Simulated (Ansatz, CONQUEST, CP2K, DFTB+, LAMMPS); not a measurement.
# CONQUEST runs on amorphous carbon (100 atoms)

How do the settings of CONQUEST change the result for amorphous carbon (100 atoms)? A plane-wave run serves as the yardstick.

Program: CONQUEST 1.3. Level of theory: the method is named at each step. Results are calculated unless marked as measured.

## (1) Starting point

The cell holds 100 atoms: 100 C. Its edges and angles: a = 8.808 Å, b = 8.808 Å, c = 8.808 Å, α = 90.0°, β = 90.0°, γ = 90.0°. 100 atoms (100 C) placed at random at 2.92 g/cm³, melted at 6000 K for 10 ps at fixed volume with the Tersoff potential (Tersoff, Phys. Rev. B 39, 5566 (1989)). Quenched from 6000 K to 300 K at 100 K/ps and fixed volume, held 5 ps, then minimised at fixed cell.

The yardstick, on the same geometry:

```
method                 : Kohn-Sham DFT, PBE, PAW, plane waves (Ansatz 0.2.0); cutoff 420 eV, Γ point, fermi-dirac smearing of 0.05 eV; PAW set soft_2
r.m.s. force component : 1.236 eV/Å
longest force          : 3.782 eV/Å
pressure               : 4.033 GPa
SCF cycles             : 9
time                   : 5.5 s on 4 threads of Intel Xeon Platinum 8559C (Emerald Rapids), shared host
CPU time               : 19 s
```

## (2) PBE, grid 80 Ha

Method: Kohn-Sham DFT, PBE, norm-conserving pseudopotentials, pseudo-atomic orbitals (double zeta with polarisation), diagonalisation.

The .ion files beside the input carry potential, basis and functional.

Contents of Conquest_input:

```
IO.Title cell
IO.Coordinates coords.dat
IO.FractionalAtomicCoords T
IO.Iprint 1
General.NumberOfSpecies 1
AtomMove.TypeOfRun static
AtomMove.CalcStress T
Grid.GridCutoff 80
DM.SolutionMethod diagon
SC.MaxIters 100
SC.LinearMixingFactor 0.1
SC.KerkerPreCondition T
minE.SCTolerance 1e-06
Diag.kT 0.001837
Diag.MPMesh T
Diag.GammaCentred T
Diag.MPMeshX 1
Diag.MPMeshY 1
Diag.MPMeshZ 1
%block ChemicalSpeciesLabel
1 12.011 C
%endblock
```

Contents of coords.dat:

```
16.644141 0.000000 0.000000
0.000000 16.644141 0.000000
0.000000 0.000000 16.644141
100
0.66621 0.75259 0.83755 1 T T T
0.86239 0.74927 0.57293 1 T T T
0.08242 0.42560 0.76141 1 T T T
0.87460 0.78303 0.09268 1 T T T
0.03390 0.19775 0.40852 1 T T T
0.48233 0.56666 0.23955 1 T T T
0.05992 0.10607 0.04344 1 T T T
0.59827 0.69401 0.42438 1 T T T
0.42351 0.92528 0.64719 1 T T T
0.85834 0.93951 0.90667 1 T T T
0.46605 0.59830 0.68586 1 T T T
0.44529 0.30332 0.20210 1 T T T
0.17654 0.42632 0.52589 1 T T T
0.86967 0.24331 0.75930 1 T T T
0.45091 0.21669 0.06459 1 T T T
0.85960 0.45606 0.14766 1 T T T
0.50414 0.70160 0.80874 1 T T T
0.58836 0.78520 0.10884 1 T T T
0.76131 0.10963 0.11930 1 T T T
0.76218 0.09137 0.29602 1 T T T
0.67286 0.38153 0.89076 1 T T T
0.88743 0.09730 0.41560 1 T T T
0.25519 0.49093 0.11926 1 T T T
0.11853 0.91759 0.79070 1 T T T
0.61718 0.31311 0.47530 1 T T T
0.57080 0.15471 0.49280 1 T T T
0.73468 0.71585 0.16354 1 T T T
0.77203 0.13442 0.68709 1 T T T
0.74757 0.56092 0.09436 1 T T T
0.19618 0.51589 0.66873 1 T T T
0.23735 0.69233 0.36022 1 T T T
0.30760 0.41736 0.42296 1 T T T
0.29204 0.66418 0.08224 1 T T T
0.58043 0.35786 0.75541 1 T T T
0.83831 0.62010 0.67103 1 T T T
0.58765 0.08840 0.05078 1 T T T
0.88820 0.72443 0.41488 1 T T T
0.22391 0.40137 0.98964 1 T T T
0.83884 0.03509 0.57120 1 T T T
0.09898 0.97681 0.14254 1 T T T
0.51250 0.60298 0.95102 1 T T T
0.19511 0.69320 0.94216 1 T T T
0.57040 0.57410 0.56108 1 T T T
0.06992 0.44302 0.92594 1 T T T
0.29027 0.12776 0.37013 1 T T T
0.70198 0.89897 0.89260 1 T T T
0.26125 0.93558 0.16611 1 T T T
0.55282 0.93820 0.15022 1 T T T
0.61466 0.06102 0.37027 1 T T T
0.39690 0.83907 0.79633 1 T T T
0.37025 0.20064 0.66094 1 T T T
0.33584 0.28116 0.32710 1 T T T
0.55372 0.41812 0.22528 1 T T T
0.32612 0.27049 0.93440 1 T T T
0.98292 0.87608 0.19696 1 T T T
0.91550 0.68670 0.94951 1 T T T
[... 40 atom lines left out ...]
0.93801 0.36266 0.01832 1 T T T
0.58816 0.01724 0.89669 1 T T T
0.82090 0.31014 0.90055 1 T T T
0.31363 0.00484 0.00810 1 T T T
```

Run with:

```console
$ OMP_NUM_THREADS=1 mpirun -np 4 Conquest > output.txt
```

Numbers of over 12 decimals in the logs are rounded to 6 here.

Conquest_out:

```text
      Simulation cell dimensions:    16.6441 a0 x    16.6441 a0 x    16.6441 a0
        This calculation includes non-local pseudopotentials,
         with a maximum core radius of      6.24713685
    Job title: cell
    Job to be run: static calculation
    Ground state search:
      Support functions represented with PAO basis
      1:1 PAO to SF mapping
      Non-spin-polarised electrons
      Solving for the K matrix using diagonalisation
      Using Fermi-Dirac smearing
    Integration grid size:     72 x   72 x   72
    Integration grid spacing:  0.231 a0 x 0.231 a0 x 0.231 a0
    Number of species:  1
    --------------------------------------------------------
    |   #  mass (au)  Charge (e)  SF Rad (a0)  NSF  Label  |
    --------------------------------------------------------
    |   1     12.011       4.000        6.704   13  C      |
    --------------------------------------------------------
          SCF tolerance:                 0.00000100
          SCF iterations:               100
    The calculation will be performed on     4 processes
    The calculation will be performed on     1 thread
    Using the default matrix multiplication kernel
    The functional used will be GGA PBE96
    set_atom_dens: In set_atomic_density, electrons :     400.000000000000
    PulayMixSC: Starting Pulay mixing, A_up =  0.100 A_dn =  0.100
    PulayMixSC: Spin non-polarised calculation.
    PulayMixSC: with Kerker preconditioning, q0 =  0.100
          Harris-Foulkes Energy            :      -598.992901 Ha
          Free Energy (E-TS)               :      -598.999544 Ha
    PulayMixSC: Pulay iteration     1 residual:              0.20271E-02
          Harris-Foulkes Energy            :      -598.741793 Ha
          Free Energy (E-TS)               :      -598.749102 Ha
    PulayMixSC: Pulay iteration     2 residual:              0.17774E-02
          Harris-Foulkes Energy            :      -598.078573 Ha
          Free Energy (E-TS)               :      -598.087912 Ha
    PulayMixSC: Pulay iteration     3 residual:              0.79190E-03
          Harris-Foulkes Energy            :      -597.980277 Ha
          Free Energy (E-TS)               :      -597.989516 Ha
    PulayMixSC: Pulay iteration     4 residual:              0.29739E-03
          Harris-Foulkes Energy            :      -597.973759 Ha
          Free Energy (E-TS)               :      -597.982924 Ha
    PulayMixSC: Pulay iteration     5 residual:              0.18159E-03
          Harris-Foulkes Energy            :      -597.970908 Ha
          Free Energy (E-TS)               :      -597.979822 Ha
    PulayMixSC: Pulay iteration     6 residual:              0.97052E-04
          Harris-Foulkes Energy            :      -597.970755 Ha
          Free Energy (E-TS)               :      -597.979761 Ha
    PulayMixSC: Pulay iteration     7 residual:              0.52546E-04
          Harris-Foulkes Energy            :      -597.970760 Ha
          Free Energy (E-TS)               :      -597.979816 Ha
    PulayMixSC: Pulay iteration     8 residual:              0.37699E-04
          Harris-Foulkes Energy            :      -597.970775 Ha
          Free Energy (E-TS)               :      -597.979853 Ha
    PulayMixSC: Pulay iteration     9 residual:              0.15442E-04
          Harris-Foulkes Energy            :      -597.970810 Ha
          Free Energy (E-TS)               :      -597.979854 Ha
    PulayMixSC: Pulay iteration    10 residual:              0.84862E-05
          Harris-Foulkes Energy            :      -597.970812 Ha
          Free Energy (E-TS)               :      -597.979855 Ha
    PulayMixSC: Pulay iteration    11 residual:              0.71683E-05
          Harris-Foulkes Energy            :      -597.970804 Ha
          Free Energy (E-TS)               :      -597.979852 Ha
    PulayMixSC: Pulay iteration    12 residual:              0.33928E-05
          Harris-Foulkes Energy            :      -597.970803 Ha
          Free Energy (E-TS)               :      -597.979852 Ha
    PulayMixSC: Pulay iteration    13 residual:              0.12730E-05
          Harris-Foulkes Energy            :      -597.970808 Ha
          Free Energy (E-TS)               :      -597.979852 Ha
    PulayMixSC: Pulay iteration    14 residual:              0.85708E-06
    PulayMixSC: Reached SCF tolerance of  0.85708E-06 after     14 iterations
      | Number of electrons      =       400.000094
      | GS Energy as E-(1/2)TS   =      -597.975330 Ha
      | Free Energy as E-TS      =      -597.979852 Ha
      |* Harris-Foulkes energy   =      -597.970808 Ha
      |* DFT total energy        =      -597.970808 Ha
    force: Forces on atoms (Ha/a0)
    force:  Atom   X              Y              Z
    force:     1  -0.0002676835   0.0455406655  -0.0140360883
    force:     2   0.0178324289  -0.0223091795   0.0647858961
    force:     3  -0.0273686125  -0.0141420474  -0.0240345246
    force:     4   0.0533123951   0.0064271706   0.0045111476
    force:     5  -0.0027901973  -0.0121691075  -0.0178644077
    force:     6  -0.0468865972  -0.0212908473   0.0226634309
    force:     7  -0.0369397336  -0.0299701383  -0.0008247407
    force:     8   0.0157014644   0.0008962491   0.0043307721
    force:     9   0.0112356697   0.0024853408  -0.0272166943
    force:    10   0.0047721021   0.0476717279   0.0122360964
    force:    11   0.0185511408  -0.0023433794  -0.0331228270
    force:    12  -0.0704332198  -0.0298582119   0.0067311124
    force:    13   0.0172222514   0.0074041045  -0.0388129961
    force:    14  -0.0109430891  -0.0245319123  -0.0339405909
    force:    15   0.0037810019  -0.0492988428  -0.0247872857
    force:    16  -0.0061707613  -0.0091756048  -0.0042847361
    force:    17   0.0191506036   0.0013622852   0.0090963204
    force:    18  -0.0228774249   0.0153888757   0.0024629773
    force:    19   0.0026856368  -0.0329026346   0.0272979129
    force:    20  -0.0005681702   0.0107200332  -0.0098157057
    force:    21   0.0462743939  -0.0122321140  -0.0056205879
    force:    22  -0.0368238857  -0.0088424502  -0.0335156431
    force:    23  -0.0137411609   0.0042238983   0.0162465346
    force:    24   0.0015535234  -0.0200633200  -0.0100654374
[...]
force:    93   0.0006235366   0.0262621806   0.0048240139
    force:    94  -0.0105191550   0.0079877555  -0.0054163949
    force:    95   0.0248611977   0.0226042022   0.0301749081
    force:    96   0.0372108527   0.0089041128   0.0609745136
    force:    97  -0.0244712847   0.0168806626   0.0087358335
    force:    98  -0.0274046066   0.0180787912   0.0077238799
    force:    99  -0.0204193449   0.0206575299   0.0147839127
    force:   100   0.0256793710   0.0166781883   0.0174688513
    force: Maximum force :        0.07253979(Ha/a0) on atom        25 in y direction
    force: Force Residual:        0.04214417 Ha/a0
    force: Total stress:        -11.96067427   -10.27980021    -7.49486473 GPa
    force: Average pressure:      9.91177973 GPa
    get_E_and_F: Change in energy during last step of electronic optimisation: -0.45617E-05
```

Elapsed: 2.9 min, on 4 MPI ranks of Intel Xeon Platinum 8559C (Emerald Rapids), shared host; peak memory 6.5 GiB; 12 min of CPU time.

Banners, paths, timers and routine set-up lines are dropped from the logs unmarked, and long logs keep their key lines alone; longer cuts are marked.

Against the reference:

| Quantity | Value |
| --- | --- |
| r.m.s. force component | 1.251 eV/Å |
| r.m.s. difference of force components | 127 meV/Å |
| longest difference of force vectors | 418.9 meV/Å |
| force difference over r.m.s. force | 10.28 % |
| slope of forces against the reference's | 1.007 |
| correlation of force components | 0.9949 |
| pressure | 9.912 GPa |
| pressure difference | 5.879 GPa |

This run lies far from the reference in forces at the same functional.

Local excerpt of 11 atoms (numbers count through the whole input) about C12, which bears the longest force; x, y, z are measured from there.

```csv
atom,x,y,z,distance (Å),bonds,Fx,Fy,Fz (eV/Å)
C12,0.00,0.00,0.00,0.00,3,-3.62,-1.54,0.35
C53,0.96,1.01,0.20,1.41,3,1.35,1.34,0.62
C15,0.05,-0.76,-1.21,1.43,3,0.19,-2.54,-1.27
C52,-0.96,-0.20,1.10,1.48,3,0.92,-0.95,1.12
C80,1.94,0.56,1.13,2.32,3,2.69,0.84,-1.20
C6,0.33,2.32,0.33,2.37,3,-2.41,-1.09,1.17
C23,-1.67,1.65,-0.73,2.46,3,-0.71,0.22,0.84
C32,-1.21,1.00,1.95,2.50,3,0.60,0.30,-0.62
C45,-1.37,-1.55,1.48,2.54,3,0.48,2.05,-0.73
C54,-1.05,-0.29,-2.36,2.60,4,-0.42,0.47,1.50
C36,1.25,-1.89,-1.33,2.63,4,1.67,0.96,2.39
```

Forces lie 10 % from the reference's, at 37 times its CPU time.

## (3) PBE, grid 40 Ha

Method: Kohn-Sham DFT, PBE, norm-conserving pseudopotentials, pseudo-atomic orbitals (double zeta with polarisation), diagonalisation.

Changes to Conquest_input since step 2:

```diff
@@ -7,3 +7,3 @@
 AtomMove.CalcStress T
-Grid.GridCutoff 80
+Grid.GridCutoff 40
 DM.SolutionMethod diagon
```

coords.dat is that of step 2.

Run with:

```console
$ OMP_NUM_THREADS=1 mpirun -np 2 Conquest > output.txt
```

Conquest_out:

```text
      Simulation cell dimensions:    16.6441 a0 x    16.6441 a0 x    16.6441 a0
        This calculation includes non-local pseudopotentials,
         with a maximum core radius of      6.24713685
    Job title: cell
    Job to be run: static calculation
    Ground state search:
      Support functions represented with PAO basis
      1:1 PAO to SF mapping
      Non-spin-polarised electrons
      Solving for the K matrix using diagonalisation
      Using Fermi-Dirac smearing
    Integration grid size:     48 x   48 x   48
[... lines left out ...]
    The functional used will be GGA PBE96
[... lines left out ...]
          Free Energy (E-TS)               :      -599.000445 Ha
[... lines left out ...]
          Free Energy (E-TS)               :      -598.750408 Ha
[... lines left out ...]
          Free Energy (E-TS)               :      -598.090571 Ha
[... lines left out ...]
          Free Energy (E-TS)               :      -597.982598 Ha
    PulayMixSC: Pulay iteration    13 residual:              0.13102E-05
          Harris-Foulkes Energy            :      -597.973560 Ha
          Free Energy (E-TS)               :      -597.982598 Ha
    PulayMixSC: Pulay iteration    14 residual:              0.91477E-06
    PulayMixSC: Reached SCF tolerance of  0.91477E-06 after     14 iterations
      | Number of electrons      =       400.000272
      | GS Energy as E-(1/2)TS   =      -597.978079 Ha
      | Free Energy as E-TS      =      -597.982598 Ha
      |* Harris-Foulkes energy   =      -597.973560 Ha
      |* DFT total energy        =      -597.973560 Ha
    force: Forces on atoms (Ha/a0)
    force:  Atom   X              Y              Z
    force:     1  -0.0001703177   0.0450201607  -0.0149804076
    force:     2   0.0174466613  -0.0222538080   0.0651572565
    force:     3  -0.0273155532  -0.0142523173  -0.0243789217
[...]
force:    99  -0.0205826021   0.0207671261   0.0141669217
    force:   100   0.0258090321   0.0161104081   0.0171617706
    force: Maximum force :        0.07266704(Ha/a0) on atom        25 in y direction
    force: Force Residual:        0.04213513 Ha/a0
    force: Total stress:        -12.03601171   -10.25573344    -7.42586911 GPa
    force: Average pressure:      9.90587142 GPa
    get_E_and_F: Change in energy during last step of electronic optimisation: -0.37697E-05
```

The job ended after 3 min (2 MPI ranks; peak memory 3.3 GiB).

Against the reference:

```yaml
r_m_s_force_component: 1.251 eV/Å
r_m_s_difference_of_force_components: 130.6 meV/Å
longest_difference_of_force_vectors: 393.9 meV/Å
force_difference_over_r_m_s_force: 10.57 %
slope_of_forces_against_the_reference_s: 1.006
correlation_of_force_components: 0.9946
pressure: 9.906 GPa
pressure_difference: 5.873 GPa
energy_less_the_same_level_run_s: -0.7472 meV/atom
r_m_s_force_difference_from_the_same_level_run: 22.78 meV/Å
```

This is a coarse setting, run to see what it loses.

Against the first run (10 %), the force difference from the reference is 11 %, at 0.52 times the CPU time (on 2 against 4 cores): the change moves forces by 23 meV/Å r.m.s., so most of the difference comes from elsewhere.

## (4) The ladder

Differences are against the plane-wave reference, forces as r.m.s. over components; share is that over the reference's r.m.s. force, slope the least-squares factor from reference forces to these. Total energies of different programs have different zeros and aren't compared.

```csv
run,"Δ force, r.m.s. (meV/Å)",share (%),slope,Δ pressure (GPa),cores,CPU time,memory (GiB)
reference,-,-,-,-,4,19 s,0.97
"CONQUEST PBE, grid 80 Ha",127,10.3,1.007,5.88,4,12 min,6.5
"CONQUEST PBE, grid 40 Ha (coarse)",131,10.6,1.006,5.87,2,6 min,3.3
```

Rows marked coarse were listed beforehand as settings not expected to be converged; some can still land near the reference.

CPU time is summed over cores on a shared host, where runs went side by side, so it is rough. Symmetry, cutoffs, thresholds, outputs and thread counts weren't matched or tuned between programs; memory under MPI is the largest rank's times the ranks.

Within one program, basis, potentials and functional, energies share a zero. Each run against its twin at the usual cutoff or grid and solver:

```csv
run,twin,Δ energy (meV/atom),"Δ force, r.m.s. (meV/Å)",CPU time over the twin's
"CONQUEST PBE, grid 40 Ha",grid 80 Ha,-0.747,22.8,0.52 (this twin ran on 4 cores)
```

## (5) Results

| Quantity | Value |
| --- | --- |
| nearest in forces | CONQUEST PBE, grid 80 Ha, 10 % |
| its CPU time | 12 min |

**Reading.** The PBE run in local orbitals, coarse settings apart, differs by 10 % (CONQUEST PBE, grid 80 Ha); basis, grid and potentials can all enter. Runs with settings chosen to be coarse differ by 11 % (CONQUEST PBE, grid 40 Ha), their programs' other errors included. None of the electronic-structure runs in the table takes under half the reference's CPU time of 19 s; they take 19 to 37 times as much. In pressure, CONQUEST PBE, grid 80 Ha misses by +5.9 GPa, at the same functional. The quench rate of 100 K/ps is many orders above laboratory rates, so the cell is likely richer in defects and strain than a real sample. The network of bonds at the start is that of the classical potential that made the cell, and needn't be the one that DFT or experiment would give. The reference's stress is far from hydrostatic: its diagonal is 6.2, 4.6, 1.4 GPa, compression counted positive. The reference's pressure of 4.0 GPa belongs to a cell and atoms that aren't relaxed at this level. The electronic-structure runs sample only Γ, in a cell whose shortest periodic width is 9 Å, which is coarse for a cell with partly filled levels.

[Also dropped from logs without a mark: logging warnings of Python, and SIESTA's first energy breakdown and zero terms.]

[Logs are printed without paths, hosts, clocks, repeated set-up lines and the standing remarks that a program may print on its own settings, such as how far it seeks lower states.]

[Hosts, paths, dates, database ids (printed as entryN), source tags and the programs' standing remarks are cut or masked in the printed files.]
